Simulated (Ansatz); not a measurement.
# Lattice dynamics of YbPd (Pm-3m), part 2 of 2

Wanted: phonon frequencies of YbPd (Pm-3m) and what follows from them.

Ansatz 0.2.0; DFT PBEsol, scalar-relativistic, plane waves, PAW.

So far. Step 3 (Relaxing to small forces for the phonons): The forces vanish by symmetry and the pressure is -0.001 GPa, within the tolerances set. The cell now holds 20.08 Å³/atom. The relaxed cell has a = 3.424 Å (conventional setting).

## (4) Linear response at the zone centre

The zone centre comes first: it holds the modes that light can see, as far as symmetry allows. No field response is asked, since the mesh shows no gap.

File input.yaml:

```yaml
crystal:
  lattice:
    - [3.4243862594, 0.0, 0.0]
    - [0.0, 3.4243862594, 0.0]
    - [0.0, 0.0, 3.4243862594]
  atoms:
    - { symbol: Yb, position: [0.5, 0.5, 0.5] }
    - { symbol: Pd, position: [0.0, 0.0, 0.0] }
kpoints:
  mp_grid: { grid: [12, 12, 12] }
hamiltonian:
  xc: pbesol
scf:
  occupations: { method: methfessel_paxton, width: 0.2 }
output:
  eigenvalues: true
phonons:
  method: dfpt
```

The run is started by

```console
$ ansatz run input.yaml --threads 8 --pin off --max-ram 14336MiB --backend cpu --events-out ev --progress --plain --runs-dir out
```

Numbers of over 12 decimals in the logs are rounded to 6 here.

The log of the run:

```text
[...]
Crystal: 2 atoms, lattice volume = 40.156 Å³
Basis set: ecut = 420 eV, 751 PW (Γ), exchange–correlation on 48×48×48 points (8 copies of the dense FFT grid, shifted against one another)
Bands: 26, of which v1, the nominal top of the filled ones, is band 21 counted from 1 (20 counted from 0)
Symmetry: 48 space group operations
k-points: 196 of 1728 (irreducible under 8 space group operations, time reversal used)
[...]
SCF iter   1: F=—  HF=-20588.190213 eV  |F-HF|=—  |Δ(HF+E_count)|=         —  Δρ=2.30e-1  dr2=3.21e1  ethr=3.10e-3  ⟨swp⟩=5.2  Hψ=20983  notcnv=0
[...]
SCF iter  15: F=-20584.583801 eV  HF=-20584.583801 eV  |F-HF|=3.64e-12  |Δ(HF+E_count)|=  7.28e-12  S|Δr|=    0.00e0  Δρ=7.55e-8  dr2=1.87e-12  ethr=1.00e-12  ⟨swp⟩=9.1  Hψ=28656  notcnv=0
SCF 1 converged in 15 iterations: F = -20584.583801 eV  dr2 = 1.87e-12
[...]
DFPT response loops at Γ: preconditioner auto → Kerker (q_TF=auto, 2.749 Å⁻¹) (partly filled bands, converged f_vac=0.000); β = 1.00, the filter's whole step (`scf.mixing.beta` (0.50) is not read by the response loops under this deck's `scf.mixing.preconditioner`; to damp them name `kerker` or `kerker_dos`, under which they read `scf.mixing.beta`, and type it under 1.00, their step now; both keys bind the ground state too); Broyden in place of MSR1
SCF converged after 15 iterations
[...]
Free energy (F): -20584.583801 eV
[...]
Internal energy: -20584.656191 eV  (E = F + TS)
E sigma→0 (E₀):  -20584.601899 eV
Entropy (-TS):   0.072389 eV (36.195 meV/atom)
Fermi energy:    16.952084 eV
Step filling:    the computed levels leave a gap of 0.0000 eV = 0.0 smearing widths at the electron count; against every level under it full and every level over it empty, smearing changes F+E_penalty+E_count by +53.388 meV and its σ→0 estimate by +35.291 meV
[...]
--- Band table (eV; the first three rows and the last of 196) ---
  k-point 0: bands = [... 17 lower, 16.7363, 16.7363, 16.7363, 16.7669, 19.7405, 19.7405, 24.4433, 24.4433, ... 1 higher]
  k-point 1: bands = [... 17 lower, 16.7275, 16.7439, 16.7439, 16.7746, 19.6697, 19.7347, 23.5062, 23.5062, ... 1 higher]
  k-point 2: bands = [... 17 lower, 16.7323, 16.7658, 16.7658, 16.7963, 19.4720, 19.5999, 22.4796, 22.4796, ... 1 higher]
  k-point 195: bands = [... 17 lower, 16.7250, 16.7250, 16.7250, 16.7947, 16.7947, 16.7947, 21.8151, 25.7288, ... 1 higher]
--- Phonons (Γ-DFPT): 2 representative perturbations + reference, on 196 of 1728 k-points (Σ response iterations 7) ---
  k mesh reduced under 8 symmetry operations, with k and −k counted as one. Each operation leaves every solved perturbation unchanged. A smaller set is not used because it would not reduce the number of displacements times k-points to solve
  ASR residual: 1.384e-5 → 0.000e0 eV/Å²; symmetrization residual: 2.337e-7 eV/Å²
  ASR residual per site (eV/Å²): 3.90e-6 1.38e-5
  Γ frequencies (cm⁻¹): 0.00 0.00 0.00 116.20 116.20 116.20
  non-analytic LO–TO correction: not included (Born effective charges unavailable; polar crystals: no LO–TO splitting at Γ)
```

Run time: 8.7 s. Hardware: 8 threads of Arm Neoverse V2, shared host; peak memory 0.86 GiB.

Reading the cycles: dr2 is the Hartree energy of the density residual (eV), the measure of convergence; HF is the Harris–Foulkes estimate of the energy, which meets the free energy F at convergence.

Numbers from this step:

```yaml
sum_rule_residual_before_enforcement: 1.38e-5 eV/Å²
point_group: m-3m
highest_optical_mode_at_the_zone_centre_no_lo_to_term: 116.2 cm⁻¹
lowest_optical_zone_centre_mode: 116.2 cm⁻¹
```

Patterns of degenerate modes are one choice out of their space. Modes at Γ, with each element's share of the kinetic energy:

```csv
mode,frequency (cm⁻¹),symmetry,Yb %,Pd %
1,0.0,acoustic,62,38
2,0.0,acoustic,62,38
3,0.0,acoustic,62,38
4,116.2,T1u,38,62
5,116.2,T1u,38,62
6,116.2,T1u,38,62
```

Displacements in mode 6 (116.2 cm⁻¹), the largest set to 1:
```
Yb1 -0.61  0.00  0.00
Pd2  1.00  0.00  0.00
```

Before it was imposed, the acoustic sum rule was missed by 1.4e-5 eV/Å². Small misses are needed for a sound result but don't prove that mesh and cutoff are converged. The lowest optical mode is real, 116 cm⁻¹.

## (5) Response at finite wavevector

Stability and thermal properties need the whole zone. Linear response on a 4×4×4 q mesh gives force constants as far as a supercell of that size would.

Edit input.yaml of step 4 so:

```diff
@@ -18 +18,8 @@
   method: dfpt
+  qmesh: [4, 4, 4]
+  temperatures: { t_max: 1000, t_step: 50 }
+  qpath:
+    path:
+      - [[0.0, 0.0, 0.0], [0.0, 0.5, 0.0], [0.5, 0.5, 0.0], [0.0, 0.0, 0.0], [0.5, 0.5, 0.5], [0.0, 0.5, 0.0]]
+      - [[0.5, 0.5, 0.5], [0.5, 0.5, 0.0]]
+    npoints: 10
```

The log of the run:

```text
[...]
Crystal: 2 atoms, lattice volume = 40.156 Å³
Basis set: ecut = 420 eV, 751 PW (Γ), exchange–correlation on 48×48×48 points (8 copies of the dense FFT grid, shifted against one another)
Bands: 26, of which v1, the nominal top of the filled ones, is band 21 counted from 1 (20 counted from 0)
Symmetry: 48 space group operations
k-points: 84 of 1728
[...]
SCF iter   1: F=—  HF=-20588.190144 eV  |F-HF|=—  |Δ(HF+E_count)|=         —  Δρ=2.30e-1  dr2=3.21e1  ethr=3.10e-3  ⟨swp⟩=5.2  Hψ=9048  notcnv=0
[...]
SCF iter  15: F=-20584.583801 eV  HF=-20584.583801 eV  |F-HF|=0.00e0  |Δ(HF+E_count)|=  7.28e-12  S|Δr|=    0.00e0  Δρ=8.01e-8  dr2=1.90e-12  ethr=1.00e-12  ⟨swp⟩=9.4  Hψ=12327  notcnv=0
SCF 1 converged in 15 iterations: F = -20584.583801 eV  dr2 = 1.90e-12
[...]
SCF iter   1: F=—  HF=-20584.583802 eV  |F-HF|=—  |Δ(HF+E_count)|=         —  Δρ=1.79e-6  dr2=1.34e-9  ethr=8.71e-8  ⟨swp⟩=4.4  Hψ=17368  notcnv=0
eigensolver tolerance schedule: the retry pair's looser diagonalisation over-reported the residual by 27373.77 of it (diagonalisation noise at 3.34 of the residual, at the tolerance the schedule requests for it); recorded, not acted on — ethr = c·dr2/N_el stays at c = 1.0e-1
[...]
SCF iter   2: F=—  HF=-20584.583801 eV  |F-HF|=—  |Δ(HF+E_count)|=   1.02e-7  S|Δr|=    0.00e0  Δρ=8.76e-7  dr2=2.64e-10  ethr=3.18e-12  ⟨swp⟩=4.4  Hψ=6759  notcnv=0
[...]
SCF iter   5: F=-20584.583801 eV  HF=-20584.583801 eV  |F-HF|=1.09e-11  |Δ(HF+E_count)|=  3.64e-12  S|Δr|=    0.00e0  Δρ=1.53e-7  dr2=8.94e-12  ethr=1.00e-12  ⟨swp⟩=3.1  Hψ=7379  notcnv=0
SCF 2 converged in 5 iterations: F = -20584.583801 eV  dr2 = 8.94e-12
phonons: the bands overlap, so this run is a metal and interpolates without the dipole-dipole term. If the crystal is really an insulator or semiconductor, its LO-TO splitting is missing
NSCF: frozen V_eff on 84 k-points
[...]
DFPT response loops at q = (0, 0, 0) (fractional): preconditioner auto → Kerker (q_TF=auto, 2.749 Å⁻¹) (partly filled bands, converged f_vac=0.000); β = 1.00, the filter's whole step (`scf.mixing.beta` (0.50) is not read by the response loops under this deck's `scf.mixing.preconditioner`; to damp them name `kerker` or `kerker_dos`, under which they read `scf.mixing.beta`, and type it under 1.00, their step now; both keys bind the ground state too); Broyden in place of MSR1
[...]
SCF converged after 15 iterations
[...]
Free energy (F): -20584.583801 eV
[...]
Internal energy: -20584.656191 eV  (E = F + TS)
E sigma→0 (E₀):  -20584.601899 eV
Entropy (-TS):   0.072389 eV (36.195 meV/atom)
Fermi energy:    16.952083 eV
[...]
--- Band table (eV; the first three rows and the last of 84) ---
  k-point 0: bands = [... 17 lower, 16.7363, 16.7363, 16.7363, 16.7669, 19.7405, 19.7405, 24.4433, 24.4433, ... 1 higher]
  k-point 1: bands = [... 17 lower, 16.7275, 16.7439, 16.7439, 16.7746, 19.6697, 19.7347, 23.5062, 23.5062, ... 1 higher]
  k-point 2: bands = [... 17 lower, 16.7323, 16.7658, 16.7658, 16.7963, 19.4720, 19.5999, 22.4796, 22.4796, ... 1 higher]
  k-point 83: bands = [... 17 lower, 16.7250, 16.7250, 16.7250, 16.7947, 16.7947, 16.7947, 21.8151, 25.7288, ... 1 higher]
--- Phonons (Γ-DFPT): 2 representative perturbations + reference (Σ response iterations 7) ---
  ASR residual: 1.313e-5 → 0.000e0 eV/Å²; symmetrization residual: 1.187e-5 eV/Å²
  ASR residual per site (eV/Å²): 1.31e-5 8.25e-6
  Γ frequencies (cm⁻¹): 0.00 0.00 0.00 116.20 116.20 116.20
--- Phonons (arbitrary-q DFPT): 10 irreducible q on the 4×4×4 mesh ---
  q = [0.0000, 0.0000, 0.0000] (star 1, of the zone-centre solve; hermiticity 7.26e-6, symmetrization 5.35e-12): -0.00 -0.00 -0.00 116.20 116.20 116.20
  q = [0.0000, 0.0000, 0.2500] (star 6, 4 solved perturbations in 1848 linear systems a pass and spin channel, the states on 588 of 1728 k-point pairs; hermiticity 2.33e-6, symmetrization 1.64e-12): 40.06 40.06 65.98 107.69 107.69 119.42
[...]
q = [0.0000, 0.2500, -0.5000] (star 12, 6 solved perturbations on 588 of 1728 k-point pairs; hermiticity 6.61e-7, symmetrization 2.60e-8): 50.21 62.69 66.33 96.93 115.02 128.14
[...]
sum rule: each row above includes the acoustic sum rule's correction from the zone centre's row sums; it moved no ω² by more than (0.15 cm⁻¹)²
  mesh force constants: q→R imaginary residual 2.50e-18; ASR residual 1.313e-5 → 0.000e0 eV/Å²; symmetrization residual 3.553e-15 eV/Å²
  interpolated dispersion: 62 rows × 6 modes
  density of states and harmonic sums: on the 20×20×20 q-mesh, interpolated from the force constants of a 4×4×4 supercell (no non-analytic term)
  largest difference from the sums on the solved wave vectors: F 1.50e-2 eV, S 1.91e-5 and C_V 4.01e-6 eV/K
  zero-point energy: 0.032159 eV/cell   skipped modes (ω ≤ 0): 3   left out of the sums: 6.25e-5 of the cell's modes: C_V's classical limit lies that fraction below 3 k_B per atom; for a crystal, a wire or a layer, F and S can be off by more, and a phonons.interpolated_qmesh denser along its periods is the remedy for the sampling
```

Run time: 4.1 min. Hardware: 8 threads; peak memory 2.7 GiB; 31 min of CPU time.

This step gave:

- sum-rule residual before enforcement: 1.31e-5 eV/Å²
- lowest frequency on the path: 0 cm⁻¹
- highest frequency on the path or at a solved wavevector: 129.2 cm⁻¹
- mean frequency: 86.5 cm⁻¹
- Debye temperature (second moment): 169 K
- logarithmic mean frequency: 80.6 cm⁻¹
- lowest mode on the q mesh (acoustic modes at Γ apart): 31.68 cm⁻¹
- zero-point energy per atom: 16.08 meV
- heat capacity at 300 K: 24.55 J/(mol atoms K)
- vibrational entropy at 300 K: 48.84 J/(mol atoms K)

Frequencies (cm⁻¹) solved at each irreducible wavevector; negative means imaginary. Frequencies by wavevector, by row:

```csv
q in reciprocal lattice units,star,mode 1,mode 2,mode 3,mode 4,mode 5,mode 6
0 0 0,1,0,0,0,116.2,116.2,116.2
0 0 0.25,6,40.1,40.1,66,107.7,107.7,119.4
0 0 -0.5,3,64.5,64.5,90.2,94.1,94.1,125.7
0 0.25 0.25,12,31.7,51.5,90.2,100,102.6,121.3
0 0.25 -0.5,12,50.2,62.7,66.3,96.9,115,128.1
0 -0.5 -0.5,3,38.4,38.4,62.3,99,129.2,129.2
0.25 0.25 0.25,8,56.8,56.8,76,107.5,113.4,113.4
0.25 0.25 -0.5,12,51.9,67.7,89.2,93.6,112.8,125.6
0.25 -0.5 -0.5,6,63.2,63.2,90.7,93.9,124,124
-0.5 -0.5 -0.5,1,86.2,86.2,86.2,115.1,115.1,115.1
```

Interpolated from a 4×4×4 q mesh. The phonon branches at the labelled points (cm⁻¹):

| point | branch 1 | branch 2 | branch 3 | branch 4 | branch 5 | branch 6 |
| --- | --- | --- | --- | --- | --- | --- |
| Γ | 0 | 0 | 0 | 116 | 116 | 116 |
| halfway | 40 | 40 | 66 | 108 | 108 | 119 |
| X | 64 | 64 | 90 | 94 | 94 | 126 |
| halfway | 50 | 63 | 66 | 97 | 115 | 128 |
| M | 38 | 38 | 62 | 99 | 129 | 129 |
| halfway | 32 | 52 | 90 | 100 | 103 | 121 |
| Γ | 0 | 0 | 0 | 116 | 116 | 116 |
| halfway | 57 | 57 | 76 | 108 | 113 | 113 |
| R | 86 | 86 | 86 | 115 | 115 | 115 |
| halfway | 52 | 68 | 89 | 94 | 113 | 126 |
| X | 64 | 64 | 90 | 94 | 94 | 126 |
| jump to R | 86 | 86 | 86 | 115 | 115 | 115 |
| halfway | 63 | 63 | 91 | 94 | 124 | 124 |
| M | 38 | 38 | 62 | 99 | 129 | 129 |

The phonon branches as a text plot (rows in cm⁻¹):

```
    127 |      ************                        *******   ****
    121 |   ***     *     *****                  **        **
    116 |***                   *********************      *
    110 |  **      *       **  **   *            *  **
    105 |    *    *          **         *         *   *    *
    100 |     *     ***********      **            *   *    *  **
     94 |      *****                   *            * ****   **
     89 |      **            *         *      ********   *****
     83 |     *   *           *             **  *    * *  *
     78 |                  **        ** *        *    *    *  *
     73 |    *     *                       **     *  * *    *
     67 |   *             *    *         ***      ***   *      *
     62 |      ************                        *    **   *  *
     57 |         * *      **       *   *
     51 |     *    * *   *   *                      *  *      *
     46 |  * *      ***       * *      *             **        *
     40 |   *         ****                                      *
     35 |                 ***  *     **
     30 | *                  **    *
     24 |  *                   ***  *
     19 | *                     *
     13 |*                       * *
      8 |*                       *
      3 |                         *
         Γ      X      M          Γ            R        X|R     M
```

The phonon density of states has structure finer than the step of the table below, so its rows give means over 5 cm⁻¹, whole bins alone (the curve runs from 0.5 to 130 cm⁻¹). Peaks (cm⁻¹: height): 46.5: 0.0721, 63.5: 0.0755, 86.5: 0.0642, 97.5: 0.148, 126.5: 0.144.

Tetrahedra on a 20×20×20 mesh, mean over bins of 1 cm-1. Interpolated from a 4×4×4 q mesh. Table of phonon density of states by wavenumber; means over each step:

wavenumber (cm⁻¹), phonon density of states (1/cm⁻¹/cell) and a bar:
```
        5      0.000 
       10      0.001 
       15      0.002 
       20      0.004 #
       25      0.007 ##
       30      0.012 ###
       35      0.021 #####
       40      0.042 ##########
       45      0.061 ###############
       50      0.052 #############
       55      0.046 ###########
       60      0.061 ###############
       65      0.070 #################
       70      0.046 ###########
       75      0.043 ###########
       80      0.049 ############
       85      0.050 ############
       90      0.035 #########
       95      0.092 #######################
      100      0.085 #####################
      105      0.059 ##############
      110      0.060 ###############
      115      0.063 ################
      120      0.097 ########################
      125      0.121 ##############################
```

Phonopy on the run's constants, 17x17x17 mesh, Gaussian sigma 2.0 cm-1. Interpolated from a 4×4×4 q mesh. Table of partial phonon density of states by wavenumber; read off at these points; values in 1/cm⁻¹/cell:

```
wavenumber (cm⁻¹)       Pd       Yb
             -5.0        0   2.0e-6
              0.0   4.6e-5   7.0e-5
              5.0   2.2e-5   3.8e-5
             10.0   4.4e-4   7.0e-4
             15.0   7.0e-4   0.0011
             20.0  0.00178  0.00272
             25.0  0.00305  0.00427
             30.0  0.00506  0.00653
             35.0   0.0105   0.0116
             40.0   0.0219   0.0206
             45.0   0.0297   0.0296
             45.8   0.0303   0.0311
             50.0   0.0245   0.0272
             55.0   0.0204   0.0261
             60.0   0.0241   0.0378
             63.1   0.0256   0.0432
             65.0   0.0265   0.0401
             67.9   0.0294   0.0305
             70.0   0.0241   0.0210
             75.0   0.0247   0.0249
             80.0   0.0260   0.0187
             85.0   0.0311   0.0160
             90.0   0.0325  0.00948
             95.0   0.0712   0.0192
             96.7   0.0828   0.0223
            100.0   0.0581   0.0257
            105.0   0.0318   0.0265
            110.0   0.0286   0.0305
            115.0   0.0273   0.0382
            120.0   0.0338   0.0613
            123.7   0.0338   0.0763
            125.0   0.0331   0.0795
            130.0  0.00836   0.0204
            135.0   3.4e-5   7.2e-5
            140.0        0        0
```

Second derivatives of the energy by pair, one row for each kind of neighbour of each atom listed. Each entry sums the pair over the periodic images of the supercell that the q mesh stands for, and in a polar crystal it holds the long-range dipole part too. Force constants by pair, by row:

```csv
atom,neighbour,distance (Å),third of the trace (eV/Å²),along the pair's line (eV/Å²)
Yb1,itself,0,5.516,–
Yb1,Pd,2.966,-0.4008,-1.306
Yb1,Yb,3.424,-0.359,-1.362
Yb1,Yb,4.843,0.0285,-0.0415
Yb1,Pd,5.679,-0.004,-0.0042
Yb1,Yb,5.931,-0.0541,-0.1366
Yb1,Yb,6.849,5.00e-4,-0.0797
Yb1,Pd,7.463,-3.00e-4,0.0016
Pd2,itself,0,3.122,–
Pd2,Yb,2.966,-0.4008,-1.306
Pd2,Pd,3.424,0.0448,0.1613
Pd2,Pd,4.843,-0.0083,-0.0547
Pd2,Yb,5.679,-0.004,-0.0042
Pd2,Pd,5.931,-0.0104,-0.0432
Pd2,Pd,6.849,0.0192,0.0748
Pd2,Yb,7.463,-3.00e-4,0.0016
```

Harmonic thermodynamic functions per atom, from the density of states. Interpolated from a 4×4×4 q mesh. Thermodynamic functions, by row:

```
T (K)  F_vib (meV/atom)  S (J/mol-atom/K)  C_V (J/mol-atom/K)
    0             16.08                 0                   0
   50             14.34             9.821               15.26
  100              5.65             22.94               21.73
  200            -27.25             38.98               24.07
  300            -73.09             48.84               24.55
  400            -127.6             55.93               24.72
  500            -188.5             61.46                24.8
  600            -254.6             65.98               24.84
  700              -325             69.82               24.87
  800            -399.1             73.14               24.89
  900            -476.5             76.07                24.9
 1000            -556.7             78.69               24.91
```

Harmonic mean-square displacement, third of the trace. Interpolated from a 4×4×4 q mesh. Mean square displacements, by row:

| T (K) | Yb1 U_eq (Å²) | Pd2 U_eq (Å²) |
| --- | --- | --- |
| 0 | 0.00133 | 0.00214 |
| 100 | 0.00352 | 0.00534 |
| 300 | 0.00997 | 0.01505 |
| 600 | 0.01983 | 0.0299 |

Symmetry leaves 10 wavevectors to solve. The lowest mode among them, the acoustic zeros apart, lies at q = (0, 0.25, 0.25) and is real, 31.7 cm⁻¹.

## (6) Results

```json
{
 "space group after relaxation (within 0.01 Å)": "Pm-3m",
 "volume per atom": "20.1 Å³",
 "electronic character": "no gap on this mesh",
 "highest optical mode at the zone centre (no LO-TO term)": "116 cm⁻¹",
 "lowest optical zone-centre mode": "116 cm⁻¹",
 "lowest mode on the q mesh (acoustic modes at Γ apart)": "31.7 cm⁻¹",
 "highest frequency on the path or at a solved wavevector": "129 cm⁻¹",
 "zero-point energy per atom": "16.1 meV",
 "heat capacity at 300 K": "24.5 J/(mol atoms K)",
 "vibrational entropy at 300 K": "48.8 J/(mol atoms K)",
 "Debye temperature (second moment)": "169 K",
 "imaginary modes on the 4×4×4 q mesh": "none"
}
```

What this shows: The structure is a minimum as far as tested: no mode is imaginary at the 10 irreducible wavevectors of the 4×4×4 mesh, and the softest away from the acoustic zeros lies at 32 cm⁻¹. The optical modes at Γ form one degenerate level at 116 cm⁻¹. With no gap, or one that is small against the smearing, the frequencies hang on the k mesh and the smearing, most of all near Kohn anomalies. The phonon runs are without spin polarisation, although Yb often carries a moment. The 4f shell is treated without a U, so valence and screening may be off. Spin-orbit coupling is left out, which can matter for the heavy elements here. These are harmonic frequencies at zero temperature: anharmonic shifts, linewidths and thermal expansion are left out.

[Logs are printed without paths, hosts, clocks, repeated set-up lines and the standing remarks that a program may print on its own settings, such as how far it seeks lower states.]

[Hosts, paths, dates, database ids (printed as entryN), source tags and the programs' standing remarks are cut or masked in the printed files.]
